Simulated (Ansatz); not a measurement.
# SiPb2 (model cell, started as cuprite): a soft mode frozen in

Wanted: the energy along a soft mode of SiPb2 (model cell, started as cuprite) and the structure at the end.

Main program and level: Ansatz 0.2.0; DFT PBE, scalar-relativistic, plane waves, PAW.

Most raw output is cut from this account.

The structure was built from a prototype and need not be the compound's stable phase.

## (1) Starting point

It takes space group Pn-3m (No. 224, cubic). The conventional cell has a = 6.148 Å, b = 6.148 Å, c = 6.148 Å, α = 90.00°, β = 90.00°, γ = 90.00°. Nearest to Si lie 4 Pb at 2.66 Å. Nearest to Pb lie 2 Si at 2.66 Å. Farther neighbours are not listed.

## (2) The dispersion

The cell comes from relaxations at this level that are not shown. Stability and thermal properties need the whole zone. Linear response on a 2×2×2 q mesh gives force constants as far as a supercell of that size would.

Contents of input.yaml:

```yaml
crystal:
  lattice:
    - [6.1481006399, 0.0, 0.0]
    - [0.0, 6.1481006399, 0.0]
    - [0.0, 0.0, 6.1481006399]
  atoms:
    - { symbol: Si, position: [0.0, 0.0, 0.0] }
    - { symbol: Si, position: [0.5, 0.5, 0.5] }
    - { symbol: Pb, position: [0.25, 0.25, 0.25] }
    - { symbol: Pb, position: [0.75, 0.75, 0.25] }
    - { symbol: Pb, position: [0.75, 0.25, 0.75] }
    - { symbol: Pb, position: [0.25, 0.75, 0.75] }
kpoints:
  mp_grid: { grid: [6, 6, 6] }
hamiltonian:
  xc: pbe
scf:
  occupations: { method: methfessel_paxton, width: 0.2 }
output:
  eigenvalues: true
phonons:
  method: dfpt
  qmesh: [2, 2, 2]
  temperatures: { t_max: 1000, t_step: 50 }
  qpath:
    path:
      - [[0.0, 0.0, 0.0], [0.0, 0.5, 0.0], [0.5, 0.5, 0.0], [0.0, 0.0, 0.0], [0.5, 0.5, 0.5], [0.0, 0.5, 0.0]]
      - [[0.5, 0.5, 0.5], [0.5, 0.5, 0.0]]
    npoints: 10
```

On the command line:

```console
$ ansatz run input.yaml --threads 8 --pin off --max-ram 14336MiB --backend cpu --events-out ev --progress --plain --runs-dir out
```

The job ended after 4.6 min (8 threads of Arm Neoverse N1, shared host; peak memory 3.1 GiB).

This step gave:

* volume per atom: 38.73 Å³
* gap on the k-mesh: 0 eV
* sum-rule residual before enforcement: 1.08e-5 eV/Å²
* lowest frequency on the path: -67.89 cm⁻¹
* point group: m-3m
* highest frequency on the path or at a solved wavevector: 262.3 cm⁻¹
* highest optical mode at the zone centre (no LO-TO term): 247.6 cm⁻¹
* lowest optical zone-centre mode: -57.62 cm⁻¹
* lowest mode on the q mesh (acoustic modes at Γ apart): -67.89 cm⁻¹

Frequencies (cm⁻¹) solved at each irreducible wavevector; negative means imaginary. Frequencies by wavevector, by row:

| q in reciprocal lattice units | star | mode 1 | mode 2 | mode 3 | mode 4 | mode 16 | mode 17 | mode 18 |
| --- | --- | --- | --- | --- | --- | --- | --- | --- |
| 0 0 0 | 1 | -57.6 | -57.6 | -57.6 | -47.1 | 247.6 | 247.6 | 247.6 |
| 0 0 -0.5 | 3 | -56.8 | -56.8 | -51.3 | -51.3 | 233.2 | 260.6 | 260.6 |
| 0 -0.5 -0.5 | 3 | -56.7 | -56.7 | -51.5 | -51.5 | 224.8 | 257.2 | 257.2 |
| -0.5 -0.5 -0.5 | 1 | -67.9 | -67.9 | -67.9 | -38.8 | 247.2 | 247.2 | 247.2 |

Interpolated from a 2×2×2 q mesh. Phonon branches along the path, in cm⁻¹:

| point | branch 1 | branch 2 | branch 3 | branch 4 | branch 15 | branch 16 | branch 17 | branch 18 |
| --- | --- | --- | --- | --- | --- | --- | --- | --- |
| Γ | -58 | -58 | -58 | -47 | 195 | 248 | 248 | 248 |
| halfway | -54 | -54 | -52 | -51 | 211 | 245 | 255 | 255 |
| X | -57 | -57 | -51 | -51 | 233 | 233 | 260 | 260 |
| halfway | -57 | -57 | -51 | -51 | 226 | 226 | 260 | 260 |
| M | -57 | -57 | -52 | -52 | 225 | 225 | 257 | 257 |
| halfway | -55 | -54 | -54 | -50 | 205 | 244 | 254 | 260 |
| Γ | -58 | -58 | -58 | -47 | 195 | 248 | 248 | 248 |
| halfway | -60 | -60 | -48 | -48 | 194 | 252 | 254 | 254 |
| R | -68 | -68 | -68 | -39 | 210 | 247 | 247 | 247 |
| halfway | -65 | -60 | -49 | -49 | 208 | 242 | 253 | 260 |
| X | -57 | -57 | -51 | -51 | 233 | 233 | 260 | 260 |
| jump to R | -68 | -68 | -68 | -39 | 210 | 247 | 247 | 247 |
| halfway | -65 | -65 | -58 | -44 | 213 | 240 | 254 | 254 |
| M | -57 | -57 | -52 | -52 | 225 | 225 | 257 | 257 |

Symmetry leaves 4 wavevectors to solve. The lowest mode among them, the acoustic zeros apart, lies at q = (-0.5, -0.5, -0.5) and is imaginary, 67.9i cm⁻¹, so the energy falls along it.

## (3) The mode frozen in, largest atomic shift 0 Å

The mode followed lies at q = (-0.5, -0.5, -0.5) with frequency 67.9i cm⁻¹ and is 3-fold degenerate, the softest among the wavevectors solved. At small amplitude the distorted cell has space group no. 72 by a symmetry search on the positions. The undistorted cell that holds it gives the zero of energy on the same k mesh.

System of this step: SiPb2 (model cell, started as cuprite). The structure is cubic, space group Pn-3m (No. 224). The conventional cell has a = 6.148 Å, b = 6.148 Å, c = 6.148 Å, α = 90.00°, β = 90.00°, γ = 90.00°. Nearest to Si lie 4 Pb at 2.66 Å. Pb has 2 Si at 2.66 Å nearest. Farther neighbours are not listed.

Contents of input.yaml:

```yaml
crystal:
  lattice:
    - [6.1481006399, 6.1481006399, 0.0]
    - [6.1481006399, 0.0, 6.1481006399]
    - [6.1481006399, 0.0, -6.1481006399]
  atoms:
    - { symbol: Si, position: [0.0, 1.0, 1.0] }
    - { symbol: Si, position: [0.0, 0.5, 0.5] }
    - { symbol: Si, position: [0.5, 0.25, 0.75] }
    - { symbol: Si, position: [0.5, 0.75, 0.25] }
    - { symbol: Pb, position: [0.25, 0.125, 0.875] }
    - { symbol: Pb, position: [0.25, 0.625, 0.375] }
    - { symbol: Pb, position: [0.75, 0.125, 0.875] }
    - { symbol: Pb, position: [0.75, 0.625, 0.375] }
    - { symbol: Pb, position: [0.25, 0.625, 0.875] }
    - { symbol: Pb, position: [0.25, 0.125, 0.375] }
    - { symbol: Pb, position: [0.75, 0.125, 0.375] }
    - { symbol: Pb, position: [0.75, 0.625, 0.875] }
kpoints:
  mp_grid: { grid: [6, 6, 6] }
hamiltonian:
  xc: pbe
scf:
  occupations: { method: methfessel_paxton, width: 0.2 }
output:
  forces: true
  stress: true
  eigenvalues: true
```

It took 6.8 s on 8 threads; peak memory 1.9 GiB.

Numbers from this step:

```yaml
pressure: 0.03867 GPa
energy_from_the_undistorted_cell: 0 meV/atom
```

The run ends at a pressure of 0.04 GPa.

## (4) The mode frozen in, largest atomic shift 0.6 Å

The atoms are moved along the unstable eigenvector, the largest shift by 0.6 Å, with the cell fixed.

Contents of input.yaml:

```yaml
crystal:
  lattice:
    - [6.1481006399, 6.1481006399, 0.0]
    - [6.1481006399, 0.0, 6.1481006399]
    - [6.1481006399, 0.0, -6.1481006399]
  atoms:
    - { symbol: Si, position: [0.0, 1.0690073396, 1.0] }
    - { symbol: Si, position: [0.0, 0.4309926604, 0.5] }
    - { symbol: Si, position: [0.5, 0.3190073396, 0.75] }
    - { symbol: Si, position: [0.5, 0.6809926604, 0.25] }
    - { symbol: Pb, position: [0.3111707072, 0.1119862216, 0.8444146464] }
    - { symbol: Pb, position: [0.1888292928, 0.6380137784, 0.4055853536] }
    - { symbol: Pb, position: [0.75, 0.081400868, 0.875] }
    - { symbol: Pb, position: [0.75, 0.668599132, 0.375] }
    - { symbol: Pb, position: [0.1888292928, 0.6731569287, 0.9055853536] }
    - { symbol: Pb, position: [0.3111707072, 0.0768430713, 0.3444146464] }
    - { symbol: Pb, position: [0.75, 0.081400868, 0.375] }
    - { symbol: Pb, position: [0.75, 0.668599132, 0.875] }
kpoints:
  mp_grid: { grid: [6, 6, 6] }
hamiltonian:
  xc: pbe
scf:
  occupations: { method: methfessel_paxton, width: 0.2 }
output:
  forces: true
  stress: true
  eigenvalues: true
```

It took 22 s on 8 threads; peak memory 2.5 GiB; 2.8 min of CPU time.

Numbers from this step:

```yaml
pressure: -1.783 GPa
energy_from_the_undistorted_cell: -113.4 meV/atom
```

The energy, extrapolated to zero smearing, is -113.39 meV/atom against the undistorted cell.

The run ends at a pressure of -1.78 GPa, with forces up to 1.0 eV/Å.

## (5) Energy along the mode, all amplitudes (two of the runs are shown above)

An imaginary frequency means negative curvature, so the energy should fall and then rise again as anharmonic terms take over.

This step gave:

```yaml
depth_at_the_lowest_point_sampled: 113.4 meV/atom
largest_atomic_shift_at_that_point: 0.6 Å
```

Energy from the parent against largest atomic shift:

| largest atomic shift (Å) | energy from the parent (meV/atom) |
| --- | --- |
| 0.000 | 0 |
| 0.040 | -0.791 |
| 0.080 | -3.13 |
| 0.140 | -9.49 |
| 0.220 | -23.6 |
| 0.320 | -48.2 |
| 0.450 | -83.1 |
| 0.600 | -113 |

Displacement at unit largest shift by atom:

| atom | x (Å) | y (Å) | z (Å) | size |
| --- | --- | --- | --- | --- |
| Si1 | 0.707 | 0.000 | 0.707 | 1.000 |
| Si2 | -0.707 | 0.000 | -0.707 | 1.000 |
| Si3 | 0.707 | 0.000 | 0.707 | 1.000 |
| Si4 | -0.707 | 0.000 | -0.707 | 1.000 |
| Pb5 | 0.180 | 0.627 | 0.180 | 0.677 |
| Pb6 | -0.180 | -0.627 | -0.180 | 0.677 |
| Pb7 | -0.447 | 0.000 | -0.447 | 0.632 |
| Pb8 | 0.447 | 0.000 | 0.447 | 0.632 |
| Pb9 | 0.180 | -0.627 | 0.180 | 0.677 |
| Pb10 | -0.180 | 0.627 | -0.180 | 0.677 |
| Pb11 | -0.447 | 0.000 | -0.447 | 0.632 |
| Pb12 | 0.447 | 0.000 | 0.447 | 0.632 |

The lowest of the steps tried is the last one, at 0.6 Å, 113 meV/atom below the parent; the bottom of the well need not coincide with a step.

## (6) Relaxing from the distorted cell

Starting from the lowest point found, all atoms and the cell are let go, so that strain and other modes of the same symmetry can join in.

Changes to input.yaml since step 4:

```diff
@@ -28 +28,6 @@
   eigenvalues: true
+relax:
+  adjacent_minimum: "off"
+  f_tol: 0.002
+  max_steps: 120
+  cell: { stress_tol: 0.03 }
```

It took 7 min on 8 threads; peak memory 2.7 GiB.

Step by step:

| step | energy less that of the first step (eV) | largest force component (eV/Å) | pressure (GPa) | volume (Å³) |
| --- | --- | --- | --- | --- |
| 1 | 0.0000 | 0.9420 | -1.78 | 464.79 |
| 2 | -0.9735 | 0.2752 | -0.41 | 429.74 |
| 3 | -1.3245 | 0.2529 | 0.47 | 414.91 |
| 4 | -1.6352 | 0.1501 | 0.10 | 412.56 |
| 5 | -1.8910 | 0.1862 | -0.19 | 405.30 |
| 6 | -2.1373 | 0.1098 | -0.31 | 394.42 |
| 7 | -2.2564 | 0.0640 | 0.28 | 381.49 |
| 8 | -2.3079 | 0.0423 | 0.10 | 381.85 |
| 9 | -2.3029 | 0.1371 | -0.11 | 385.81 |
| 10 | -2.3195 | 0.0554 | 0.03 | 383.71 |
| 11 | -2.2995 | 0.1714 | -0.32 | 391.22 |
| 12 | -2.3228 | 0.0081 | -0.01 | 385.39 |
| 13 | -2.3234 | 0.0039 | 0.02 | 385.52 |
| 14 | -2.3236 | 0.0038 | 0.00 | 386.14 |
| 15 | -2.3236 | 0.0016 | 0.00 | 386.19 |
| 16* | -2.3209 | 0.0016 | -0.01 | 386.19 |

Relaxation steps marked * repeat the geometry before them on a plane-wave basis chosen anew for their cell, so energy and pressure can jump there. Relaxation steps 9, 11 were tried and not accepted.

The run keeps the 8 symmetry operations that it works with, so distortions that break them were not tested.

| cell as run | before | after | change |
| --- | --- | --- | --- |
| a (Å) | 8.695 | 8.413 | -3.2 % |
| b (Å) | 8.695 | 7.018 | -19.3 % |
| c (Å) | 8.695 | 8.798 | +1.2 % |
| β (°) | 60.00 | 58.48 | -2.5 % |
| γ (°) | 60.00 | 65.35 | +8.9 % |
| volume (Å³/atom) | 38.73 | 32.18 | -16.9 % |

The atoms that moved most (Å, as changes of fractional coordinates times the final cell):

| atom | dx | dy | dz | length |
| --- | --- | --- | --- | --- |
| Pb9 | -0.412 | -0.767 | -0.412 | 0.964 |
| Pb6 | 0.412 | -0.767 | 0.412 | 0.964 |
| Pb5 | -0.412 | 0.767 | -0.412 | 0.964 |
| Pb10 | 0.412 | 0.767 | 0.412 | 0.964 |
| Pb8 | -0.240 | 0.000 | -0.240 | 0.340 |
| Pb11 | 0.240 | 0.000 | 0.240 | 0.340 |
| Pb12 | -0.240 | 0.000 | -0.240 | 0.340 |
| Pb7 | 0.240 | 0.000 | 0.240 | 0.340 |

Final coordinates:

```xyz
12
Lattice="5.5917 6.2547 -0.6291 4.9627 0.0000 4.9627 6.2208 0.0000 -6.2208" Properties=species:S:1:pos:R:3 pbc="T T T"
Si   11.6031    0.0635   -0.8386
Si    5.1722    0.0635   -1.0487
Si    9.1217    3.0638   -3.3199
Si    7.6535    3.0638    1.4327
Pb    7.1362    2.7135   -5.3054
Pb    7.1577    0.4138    0.9369
Pb   10.2811    4.6910   -5.2709
Pb    9.6045    4.6910    0.2733
Pb    9.6176    0.4138   -2.8241
Pb    4.6763    2.7135   -1.5445
Pb    7.1707    4.6910   -2.1605
Pb   12.7149    4.6910   -2.8371
```

This step gave:

```
pressure        : -0.009319 GPa
volume per atom : 32.18 Å³
```

The distorted start has space group Ibam; the relaxation ends in Ibam.

## (7) Results

| Quantity | Value |
| --- | --- |
| unstable mode of the parent | q = (-0.5, -0.5, -0.5), 68i cm⁻¹ |
| depth at the lowest point sampled | 113 meV/atom |
| largest atomic shift at that point | 0.6 Å |
| space group reached (within 0.01 Å) | Ibam |
| energy gained over the parent (first relaxation, on the mesh of the frozen mode) | 307 meV/atom |
| volume per atom, phase reached | 32.2 Å³ |

Along this mode the structure falls into Ibam, 307 meV/atom below the parent. At the parent's cell the well is 113.4 meV/atom deep on the steps tried, with its lowest point at a shift of 0.6 Å. That is the last step tried, so the steps alone don't bracket the bottom of the well. Relaxing atoms and cell changes the gain by +193.85 meV/atom against the lowest step (energies at zero smearing). Most of the total comes from this relaxation. The modes of the phase reached were not computed on this path. Of the 6 patterns followed to their end from this parent, this one ends 132 meV/atom above the lowest, I4_1/amd. Each path keeps the symmetry of its pattern, so a lower phase may lie along a pattern not tried. With no gap, or one that is small against the smearing, the frequencies hang on the k mesh and the smearing, most of all near Kohn anomalies. The volume moved by more than a tenth on the k mesh of the start, so the energy gain is rough. Spin-orbit coupling is left out, which can matter for the heavy elements here. A phonon run warned that its eigensolver left some bands unconverged in a pass. The starting cell was built on a prototype and not taken from a measurement, so the phase need not exist.

[Logs are printed without paths, hosts, clocks, repeated set-up lines and the standing remarks that a program may print on its own settings, such as how far it seeks lower states.]

[Hosts, paths, dates, database ids (printed as entryN), source tags and the programs' standing remarks are cut or masked in the printed files.]
